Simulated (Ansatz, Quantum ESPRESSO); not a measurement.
# MgS (Niningerite): third-order response, part 2 of 3

Aim: Raman and infrared lines of MgS (Niningerite).

Quantum ESPRESSO 8.0 development, patched; DFT LDA, scalar-relativistic, plane waves, PseudoDojo norm-conserving pseudopotentials.

So far. Step 2 (A probe with smearing): A gap of 2.6 eV opens on this mesh, so the crystal is taken as an insulator; the start stands at -3.1 GPa. Step 4 (Self-consistent run for the response): The cell stands at -0.046 GPa, close enough for phonons. The relaxed cell has a = 5.132 Å (conventional setting).

## (5) Zone-centre response

At q = 0 one unit cell holds all displacements; symmetry groups them into irreducible representations that are solved one by one. The response to a field gives ε∞ and the Born charges, which polar modes need. Third-order response adds the Raman tensors.

ph.in

```
phonons
&inputph
   prefix = 'x'
   outdir = './tmp'
   fildyn = 'g.dyn'
   tr2_ph = 1.0d-18
   epsil = .true.
   lraman = .true.
   elop = .true.
/
0.000000000000 0.000000000000 0.000000000000
```

Started as:

```
OMP_NUM_THREADS=1 mpirun -n 2 ph.x -nk 2 -in ph.in > ph.out
```

The program printed:

```text
[banners, grids, parts of the stress and lines that vanish by symmetry left out]
[banner, memory and clock lines left out]
Program PHONON v.8.0dev

     Dynamical matrices for q-points given in input
     (   1q-points):
       N         xq(1)         xq(2)         xq(3)
       1   0.000000000   0.000000000   0.000000000

     ./tmp/x.save/

     IMPORTANT: XC functional enforced from input :
     Exchange-correlation= PW
                           (   1   4   0   0   0   0   0)
     Any further DFT definition will be discarded
     Please, verify this is what you really want

     G-vector sticks info

     Reading collected, re-writing distributed wavefunctions in ./tmp/

     Number and degeneracy of irreps per q-point
       N         xq(1)         xq(2)         xq(3)   N irreps
       1   0.000000000   0.000000000   0.000000000       2
        3   3

     Calculation of q =    0.0000000   0.0000000   0.0000000

     phonons

     bravais-lattice index     =            2
     lattice parameter (alat)  =       9.6989  a.u.
     unit-cell volume          =     228.0874 (a.u.)^3
     number of atoms/cell      =            2
     number of atomic types    =            2
     kinetic-energy cut-off    =      84.0000  Ry
     charge density cut-off    =     336.0000  Ry
     convergence threshold     =      1.0E-18
     beta                      =       0.7000
     number of iterations used =            4
     Exchange-correlation= PW
                           (   1   4   0   0   0   0   0)

     celldm(1)=    9.69885  celldm(2)=    0.00000  celldm(3)=    0.00000
     celldm(4)=    0.00000  celldm(5)=    0.00000  celldm(6)=    0.00000

     crystal axes: (cart. coord. in units of alat)
               a(1) = ( -0.5000  0.0000  0.5000 )
               a(2) = (  0.0000  0.5000  0.5000 )
               a(3) = ( -0.5000  0.5000  0.0000 )

     reciprocal axes: (cart. coord. in units 2 pi/alat)
               b(1) = ( -1.0000 -1.0000  1.0000 )
               b(2) = (  1.0000  1.0000  1.0000 )
               b(3) = ( -1.0000  1.0000 -1.0000 )

     Atoms inside the unit cell:

     Cartesian axes

     site n.  atom      mass           positions (alat units)
        1  Mg     24.3050   tau(    1) = (    0.00000    0.00000    0.00000  )
        2  S      32.0600   tau(    2) = (   -0.50000    0.50000    0.50000  )

     Computing dynamical matrix for
                    q = (   0.0000000   0.0000000   0.0000000 )

     49 Sym.Ops. (with q -> -q+G )

     G cutoff =  800.6090  (  23589 G-vectors)     FFT grid: ( 45, 45, 45)
     number of k points=    29
                       cart. coord. in units 2pi/alat
        k(    1) = (   0.0000000   0.0000000   0.0000000), wk =   0.0039062
        k(    2) = (  -0.1250000   0.1250000  -0.1250000), wk =   0.0312500
        k(    3) = (  -0.2500000   0.2500000  -0.2500000), wk =   0.0312500
        [... further k-points left out ...]

     PseudoPot. # 1 for Mg read from file:
     ./pseudo/Mg.upf
     Pseudo is Norm-conserving, Zval = 10.0

     PseudoPot. # 2 for S  read from file:
     ./pseudo/S.upf
     Pseudo is Norm-conserving + core correction, Zval =  6.0

     Mode symmetry, O_h (m-3m)  point group:

     Electric field:
     Dielectric constant
     Born effective charges as d Force / d E
     Raman tensor
     Electro-optic tensor

     Atomic displacements:
     There are    2 irreducible representations

     Representation     1      3 modes -  To be done

     Representation     2      3 modes -  To be done

     Alpha used in Ewald sum =   2.8000

     Electric Fields Calculation

     The passes end when |ddv_scf|^2 is under  6.1E-20 (on this mesh; tr2_ph alone asks  1.0E-18)

      iter #   1   av.it.:   6.5
      thresh= 1.000E-02 alpha_mix =  0.700 |ddv_scf|^2 =  8.926E-08

      [... iterations left out ...]
      iter #   8   av.it.:  13.3
      thresh= 3.720E-11 alpha_mix =  0.700 |ddv_scf|^2 =  1.625E-21

     End of electric fields calculation

          Dielectric constant in cartesian axis

          (       5.644056698      -0.000000000      -0.000000000 )
          (      -0.000000000       5.644056698       0.000000000 )
          (      -0.000000000       0.000000000       5.644056698 )

          Effective charges (d Force / dE) in cartesian axis without acoustic sum rule applied (asr)

           atom    1  Mg    Mean Z*:        2.30222
      Ex  (        2.30222        0.00000        0.00000 )
      Ey  (        0.00000        2.30222        0.00000 )
      Ez  (        0.00000        0.00000        2.30222 )
           atom    2  S     Mean Z*:       -2.31391
      Ex  (       -2.31391       -0.00000        0.00000 )
      Ey  (       -0.00000       -2.31391        0.00000 )
      Ez  (        0.00000        0.00000       -2.31391 )

          Effective charges Sum: Mean:       -0.01169
             -0.01169        0.00000        0.00000
              0.00000       -0.01169        0.00000
              0.00000        0.00000       -0.01169

          Effective charges (d Force / dE) in cartesian axis with asr applied:
           atom    1  Mg    Mean Z*:        2.30806
      E*x (        2.30806        0.00000       -0.00000 )
      E*y (        0.00000        2.30806        0.00000 )
      E*z (        0.00000        0.00000        2.30806 )
           atom    2  S     Mean Z*:       -2.30806
      E*x (       -2.30806       -0.00000        0.00000 )
      E*y (       -0.00000       -2.30806        0.00000 )
      E*z (        0.00000       -0.00000       -2.30806 )

     Calling punch_plot_e
     Writing on file  drho

     Computing Pc [DH,Drho] |psi>

     Derivative coefficient:  0.001000    Threshold: 1.00E-12
     Message from routine dhdrhopsi:
     some bands at k + dk did not converge to eth_ns: the Raman tensors may be inaccurate, compare with a run at another eth_ns or dek
     Non-scf  u_k: avg # of iterations = 13.7
     Non-scf Du_k: avg # of iterations = 28.2

          Dielectric constant from finite-differences

          (       5.644056042       0.000000000       0.000000000 )
          (       0.000000000       5.644056042      -0.000000000 )
          (       0.000000000      -0.000000000       5.644056042 )

              Electro-optic tensor is defined as
            the derivative of the dielectric tensor
              with respect to one electric field
                 units are Rydberg a.u.

            to obtain the static chi^2 multiply by 1/2

            to convert to pm/Volt multiply per 2.7502

          Electro-optic tensor in cartesian axis:

          (      -0.000000000       0.000000000       0.000000000 )
          (      -0.000000000      -0.000000000      -0.000000000 )
          (       0.000000000       0.000000000       0.000000000 )

          (      -0.000000000      -0.000000000       0.000000000 )
          (      -0.000000000       0.000000000       0.000000000 )
          (      -0.000000000      -0.000000000       0.000000000 )

          (       0.000000000       0.000000000       0.000000000 )
          (      -0.000000000      -0.000000000      -0.000000000 )
          (       0.000000000      -0.000000000       0.000000000 )

          Electro-optic tensor: contribution #   1

          (      -0.000000000       0.000000000      -0.000000000 )
          (      -0.000000000      -0.000000000      -0.000000000 )
          (      -0.000000000       0.000000000      -0.000000000 )

          (      -0.000000000      -0.000000000      -0.000000000 )
          (      -0.000000000       0.000000000      -0.000000000 )
          (      -0.000000000       0.000000000      -0.000000000 )

          (      -0.000000000       0.000000000      -0.000000000 )
          (      -0.000000000      -0.000000000      -0.000000000 )
          (      -0.000000000       0.000000000      -0.000000000 )

          Electro-optic tensor: contribution #   2

          (      -0.000000000      -0.000000000      -0.000000000 )
          (       0.000000000      -0.000000000      -0.000000000 )
          (      -0.000000000      -0.000000000      -0.000000000 )

          (      -0.000000000      -0.000000000       0.000000000 )
          (       0.000000000       0.000000000      -0.000000000 )
          (      -0.000000000      -0.000000000       0.000000000 )

          (      -0.000000000      -0.000000000      -0.000000000 )
          (      -0.000000000      -0.000000000       0.000000000 )
          (       0.000000000       0.000000000      -0.000000000 )

     Computing Second order response

      iter #   1   av.it.:   9.1
      thresh= 1.000E-02 alpha_mix =  0.700 |ddv_scf|^2 =  1.939E-07

      [... iterations left out ...]
      iter #   9   av.it.:  13.8
      thresh= 5.053E-11 alpha_mix =  0.700 |ddv_scf|^2 =  3.169E-21

          Raman tensor (au^-1) in cartesian axis

           atom      1
          (      -0.000000000      -0.000000000      -0.000000000 )
          (       0.000000000       0.000000000      -0.000000000 )
          (      -0.000000000      -0.000000000       0.000000000 )

          (      -0.000000000      -0.000000000       0.000000000 )
          (      -0.000000000       0.000000000      -0.000000000 )
          (      -0.000000000      -0.000000000       0.000000000 )

          (      -0.000000000       0.000000000      -0.000000000 )
          (      -0.000000000       0.000000000      -0.000000000 )
          (      -0.000000000       0.000000000       0.000000000 )

           atom      2
          (       0.000000000      -0.000000000      -0.000000000 )
          (       0.000000000      -0.000000000      -0.000000000 )
          (       0.000000000       0.000000000      -0.000000000 )

          (       0.000000000      -0.000000000       0.000000000 )
          (      -0.000000000      -0.000000000       0.000000000 )
          (      -0.000000000       0.000000000      -0.000000000 )

          (       0.000000000      -0.000000000       0.000000000 )
          (       0.000000000      -0.000000000       0.000000000 )
          (       0.000000000      -0.000000000       0.000000000 )

     Raman tensor (A^2)

     atom #    1    pol.  1
     -0.520282633553E-22     -0.473860109010E-21     -0.253834860612E-21
      0.333366280017E-21      0.138566856276E-21     -0.372956810382E-21
     -0.186565994860E-21     -0.574763407639E-21      0.362796408784E-21
     atom #    1    pol.  2
     -0.159938735500E-21     -0.108085651482E-21      0.142771160386E-21
     -0.183938304791E-22      0.445481056271E-21     -0.276257815863E-21
[...]
atom #    1    pol.  3
[...]
atom #    2    pol.  1
[...]
atom #    2    pol.  2
[...]
atom #    2    pol.  3
[...]
0.629594540400E-21     -0.206711618718E-22      0.282038734013E-21

     Representation #   1 modes #   1   2   3

     Self-consistent Calculation

     The passes end when |ddv_scf|^2 is under  6.1E-20 (on this mesh; tr2_ph alone asks  1.0E-18)

      iter #   1   av.it.:   6.8
      thresh= 1.000E-02 alpha_mix =  0.700 |ddv_scf|^2 =  1.190E-07

      [... iterations left out ...]
      iter #   8   av.it.:  13.6
      thresh= 4.633E-11 alpha_mix =  0.700 |ddv_scf|^2 =  3.471E-21

     End of self-consistent calculation

     Convergence has been achieved

     Representation #   2 modes #   4   5   6

     Self-consistent Calculation

     The passes end when |ddv_scf|^2 is under  6.1E-20 (on this mesh; tr2_ph alone asks  1.0E-18)

      iter #   1   av.it.:   8.7
      thresh= 1.000E-02 alpha_mix =  0.700 |ddv_scf|^2 =  1.679E-06

      [... iterations left out ...]
      iter #   8   av.it.:  13.6
      thresh= 3.209E-10 alpha_mix =  0.700 |ddv_scf|^2 =  3.437E-21

     End of self-consistent calculation

     Convergence has been achieved

     Number of q in the star =    1
     List of q in the star:
          1   0.000000000   0.000000000   0.000000000

          Dielectric constant in cartesian axis

          (       5.644056698      -0.000000000      -0.000000000 )
          (      -0.000000000       5.644056698       0.000000000 )
          (      -0.000000000       0.000000000       5.644056698 )

          Effective charges (d Force / dE) in cartesian axis without acoustic sum rule applied (asr)

           atom    1  Mg    Mean Z*:        2.30222
      Ex  (        2.30222        0.00000        0.00000 )
      Ey  (        0.00000        2.30222        0.00000 )
      Ez  (        0.00000        0.00000        2.30222 )
           atom    2  S     Mean Z*:       -2.31391
      Ex  (       -2.31391       -0.00000        0.00000 )
      Ey  (       -0.00000       -2.31391        0.00000 )
      Ez  (        0.00000        0.00000       -2.31391 )

          Effective charges Sum: Mean:       -0.01169
             -0.01169        0.00000        0.00000
              0.00000       -0.01169        0.00000
              0.00000        0.00000       -0.01169

          Effective charges (d Force / dE) in cartesian axis with asr applied:
           atom    1  Mg    Mean Z*:        2.30806
      E*x (        2.30806        0.00000       -0.00000 )
      E*y (        0.00000        2.30806        0.00000 )
      E*z (        0.00000        0.00000        2.30806 )
           atom    2  S     Mean Z*:       -2.30806
      E*x (       -2.30806       -0.00000        0.00000 )
      E*y (       -0.00000       -2.30806        0.00000 )
      E*z (        0.00000       -0.00000       -2.30806 )

     Diagonalizing the dynamical matrix

     q = (    0.000000000   0.000000000   0.000000000 )

 **************************************************************************
     freq (    1) =       0.100134 [THz] =       3.340112 [cm-1]
     freq (    2) =       0.100134 [THz] =       3.340112 [cm-1]
     freq (    3) =       0.100134 [THz] =       3.340112 [cm-1]
     freq (    4) =       7.529910 [THz] =     251.170748 [cm-1]
     freq (    5) =       7.529910 [THz] =     251.170748 [cm-1]
     freq (    6) =       7.529910 [THz] =     251.170748 [cm-1]
 **************************************************************************

     Mode symmetry, O_h (m-3m)  point group:

     freq (   1-   3) =          3.3  [cm-1]   --> T_1u G_15  G_4- I
     freq (   4-   6) =        251.2  [cm-1]   --> T_1u G_15  G_4- I
```

The job ended after 8 min (2 MPI ranks of Intel Xeon Platinum 8488C (Sapphire Rapids), shared host; 16 min of CPU time).

This step gave:

- miss of the charge sum rule: 0.01169 e
- largest acoustic frequency at the zone centre before the sum rule: 3.34 cm⁻¹
- highest optical zone-centre mode (no LO-TO term): 251.2 cm⁻¹
- lowest optical zone-centre mode: 251.2 cm⁻¹
- mean high-frequency dielectric constant: 5.644
- largest Born charge in size (third of the trace): 2.314 e

Born charge (rows field, columns displacement), before the sum rule (e), principal values of the symmetric part by kind of site:

```csv
atom,atoms with these values,low,middle,high,mean
Mg1,1,2.30,2.30,2.30,2.30
S2,1,-2.31,-2.31,-2.31,-2.31
```

In full for Mg1:

```
2.30 0.00 0.00
0.00 2.30 0.00
0.00 0.00 2.30
```

High-frequency dielectric tensor:

```
5.64 0.00 0.00
0.00 5.64 0.00
0.00 0.00 5.64
```

The acoustic modes at Γ come out as far as 3.3 cm⁻¹ from zero, where they should vanish, a small numerical error; the Born charges miss their sum rule by 0.012 e, which is good.

## (6) Zone-centre analysis

A rigid shift of the crystal must cost nothing, but grids and finite bases break this; the acoustic sum rule is imposed before the matrix is diagonalised again. With Born charges the intensities follow, and the static dielectric tensor.

dynmat.in

```
&input
   fildyn = 'g.dyn'
   asr = 'simple'
   fileig = 'dynmat.eig'
   lperm = .true.
/
```

Started as:

```
dynmat.x -in dynmat.in > dynmat.out
```

The program printed:

```text
[banner, memory and clock lines left out]
Program DYNMAT v.8.0dev

     Reading Dynamical Matrix from file g.dyn
     ...Force constants read
     ...epsilon and Z* read
     ...Raman cross sections read
     A direction for q was not specified:TO-LO splitting will be absent

     Polarizability (A^3 units)
     multiply by 0.392462 for Clausius-Mossotti correction (not under assume_isolated = 'mt')
        12.490862   -0.000000   -0.000000
        -0.000000   12.490862    0.000000
        -0.000000    0.000000   12.490862

     IR activities are in (D/A)^2/amu units

# mode   [cm-1]    [THz]      IR
    1     -0.00   -0.0000    0.0000
    2     -0.00   -0.0000    0.0000
    3      0.00    0.0000    0.0000
    4    251.14    7.5290    8.8903
    5    251.14    7.5290    8.8903
    6    251.14    7.5290    8.8903

Electronic dielectric permittivity tensor (relative, adimensional)
         5.644057   -0.000000   -0.000000
        -0.000000    5.644057    0.000000
        -0.000000    0.000000    5.644057

 ... with zone-center polar mode contributions
        14.538686    0.000000    0.000000
         0.000000   14.538686    0.000000
         0.000000    0.000000   14.538686
```

Elapsed: 0.67 s, on 1 thread.

This step gave:

```yaml
highest_optical_zone_centre_mode_no_lo_to_term: 251.1 cm⁻¹
lowest_optical_zone_centre_mode: 251.1 cm⁻¹
mean_static_dielectric_constant: 14.54
```

Unit eigenvectors of the mass-weighted matrix after the sum rule; no LO-TO term. The modes at Γ (shares of kinetic energy by element, %):

```csv
mode,frequency (cm⁻¹),symmetry,Mg %,S %
1,0.0,acoustic,43,57
2,0.0,acoustic,43,57
3,0.0,acoustic,43,57
4,251.1,T1u,57,43
5,251.1,T1u,57,43
6,251.1,T1u,57,43
```

Displacements in mode 6 (251.1 cm⁻¹), the largest set to 1:
```
Mg1  0.00  0.00  1.00
S2   0.00  0.00 -0.76
```

Degenerate modes summed, no LO-TO term. Lines of the infrared spectrum (strongest = 100):

```csv
position (cm⁻¹),lines merged,label,"IR intensity, relative"
251,3,T1u,100
```

Static dielectric tensor (ions relaxed, fixed cell):

```
14.54  0.00  0.00
 0.00 14.54  0.00
 0.00  0.00 14.54
```

The rule moves no optical mode by more than 0.1 cm⁻¹.

## (7) Sum rules set otherwise (asr crystal)

The rule can be imposed in more than one way; the choices should agree where the raw error is small.

dynmat.in

```
&input
   fildyn = 'g.dyn'
   asr = 'crystal'
   fileig = 'dynmat.eig'
   lperm = .true.
/
```

Started as:

```
dynmat.x -in dynmat.in > dynmat.out
```

The program printed:

```text
[banner, memory and clock lines left out]
Program DYNMAT v.8.0dev

     Reading Dynamical Matrix from file g.dyn
     ...Force constants read
     ...epsilon and Z* read
     ...Raman cross sections read
     Acoustic Sum Rule: || Z*(ASR) - Z*(orig)|| =    1.432180E-02
     Acoustic Sum Rule: ||dyn(ASR) - dyn(orig)||=    7.453224E-05
     A direction for q was not specified:TO-LO splitting will be absent

     Polarizability (A^3 units)
     multiply by 0.392462 for Clausius-Mossotti correction (not under assume_isolated = 'mt')
        12.490862   -0.000000   -0.000000
        -0.000000   12.490862    0.000000
        -0.000000    0.000000   12.490862

     IR activities are in (D/A)^2/amu units

# mode   [cm-1]    [THz]      IR
    1     -0.00   -0.0000    0.0000
    2     -0.00   -0.0000    0.0000
    3     -0.00   -0.0000    0.0000
    4    251.16    7.5297    8.8903
    5    251.16    7.5297    8.8903
    6    251.16    7.5297    8.8903

Electronic dielectric permittivity tensor (relative, adimensional)
         5.644057   -0.000000   -0.000000
        -0.000000    5.644057    0.000000
        -0.000000    0.000000    5.644057

 ... with zone-center polar mode contributions
        14.537083    0.000000    0.000000
         0.000000   14.537083    0.000000
         0.000000    0.000000   14.537083
```

Run time: 0.66 s. Hardware: 1 thread.

Read from the output:

- highest optical zone-centre mode (no LO-TO term): 251.2 cm⁻¹
- lowest optical zone-centre mode: 251.2 cm⁻¹

Zone-centre frequencies as printed; negative means imaginary. Modes:

```csv
mode,frequency (cm⁻¹)
1,0
2,0
3,0
4,251.2
5,251.2
6,251.2
```

Against the first rule no mode moves by more than 0.1 cm⁻¹.

(Part 2 of 3 ends here.)

[Host names and launcher messages were left out of these logs when they were recorded.]

[Logs are printed without paths, hosts, clocks, repeated set-up lines and the standing remarks that a program may print on its own settings, such as how far it seeks lower states.]

[Hosts, paths, dates, database ids (printed as entryN), source tags and the programs' standing remarks are cut or masked in the printed files.]
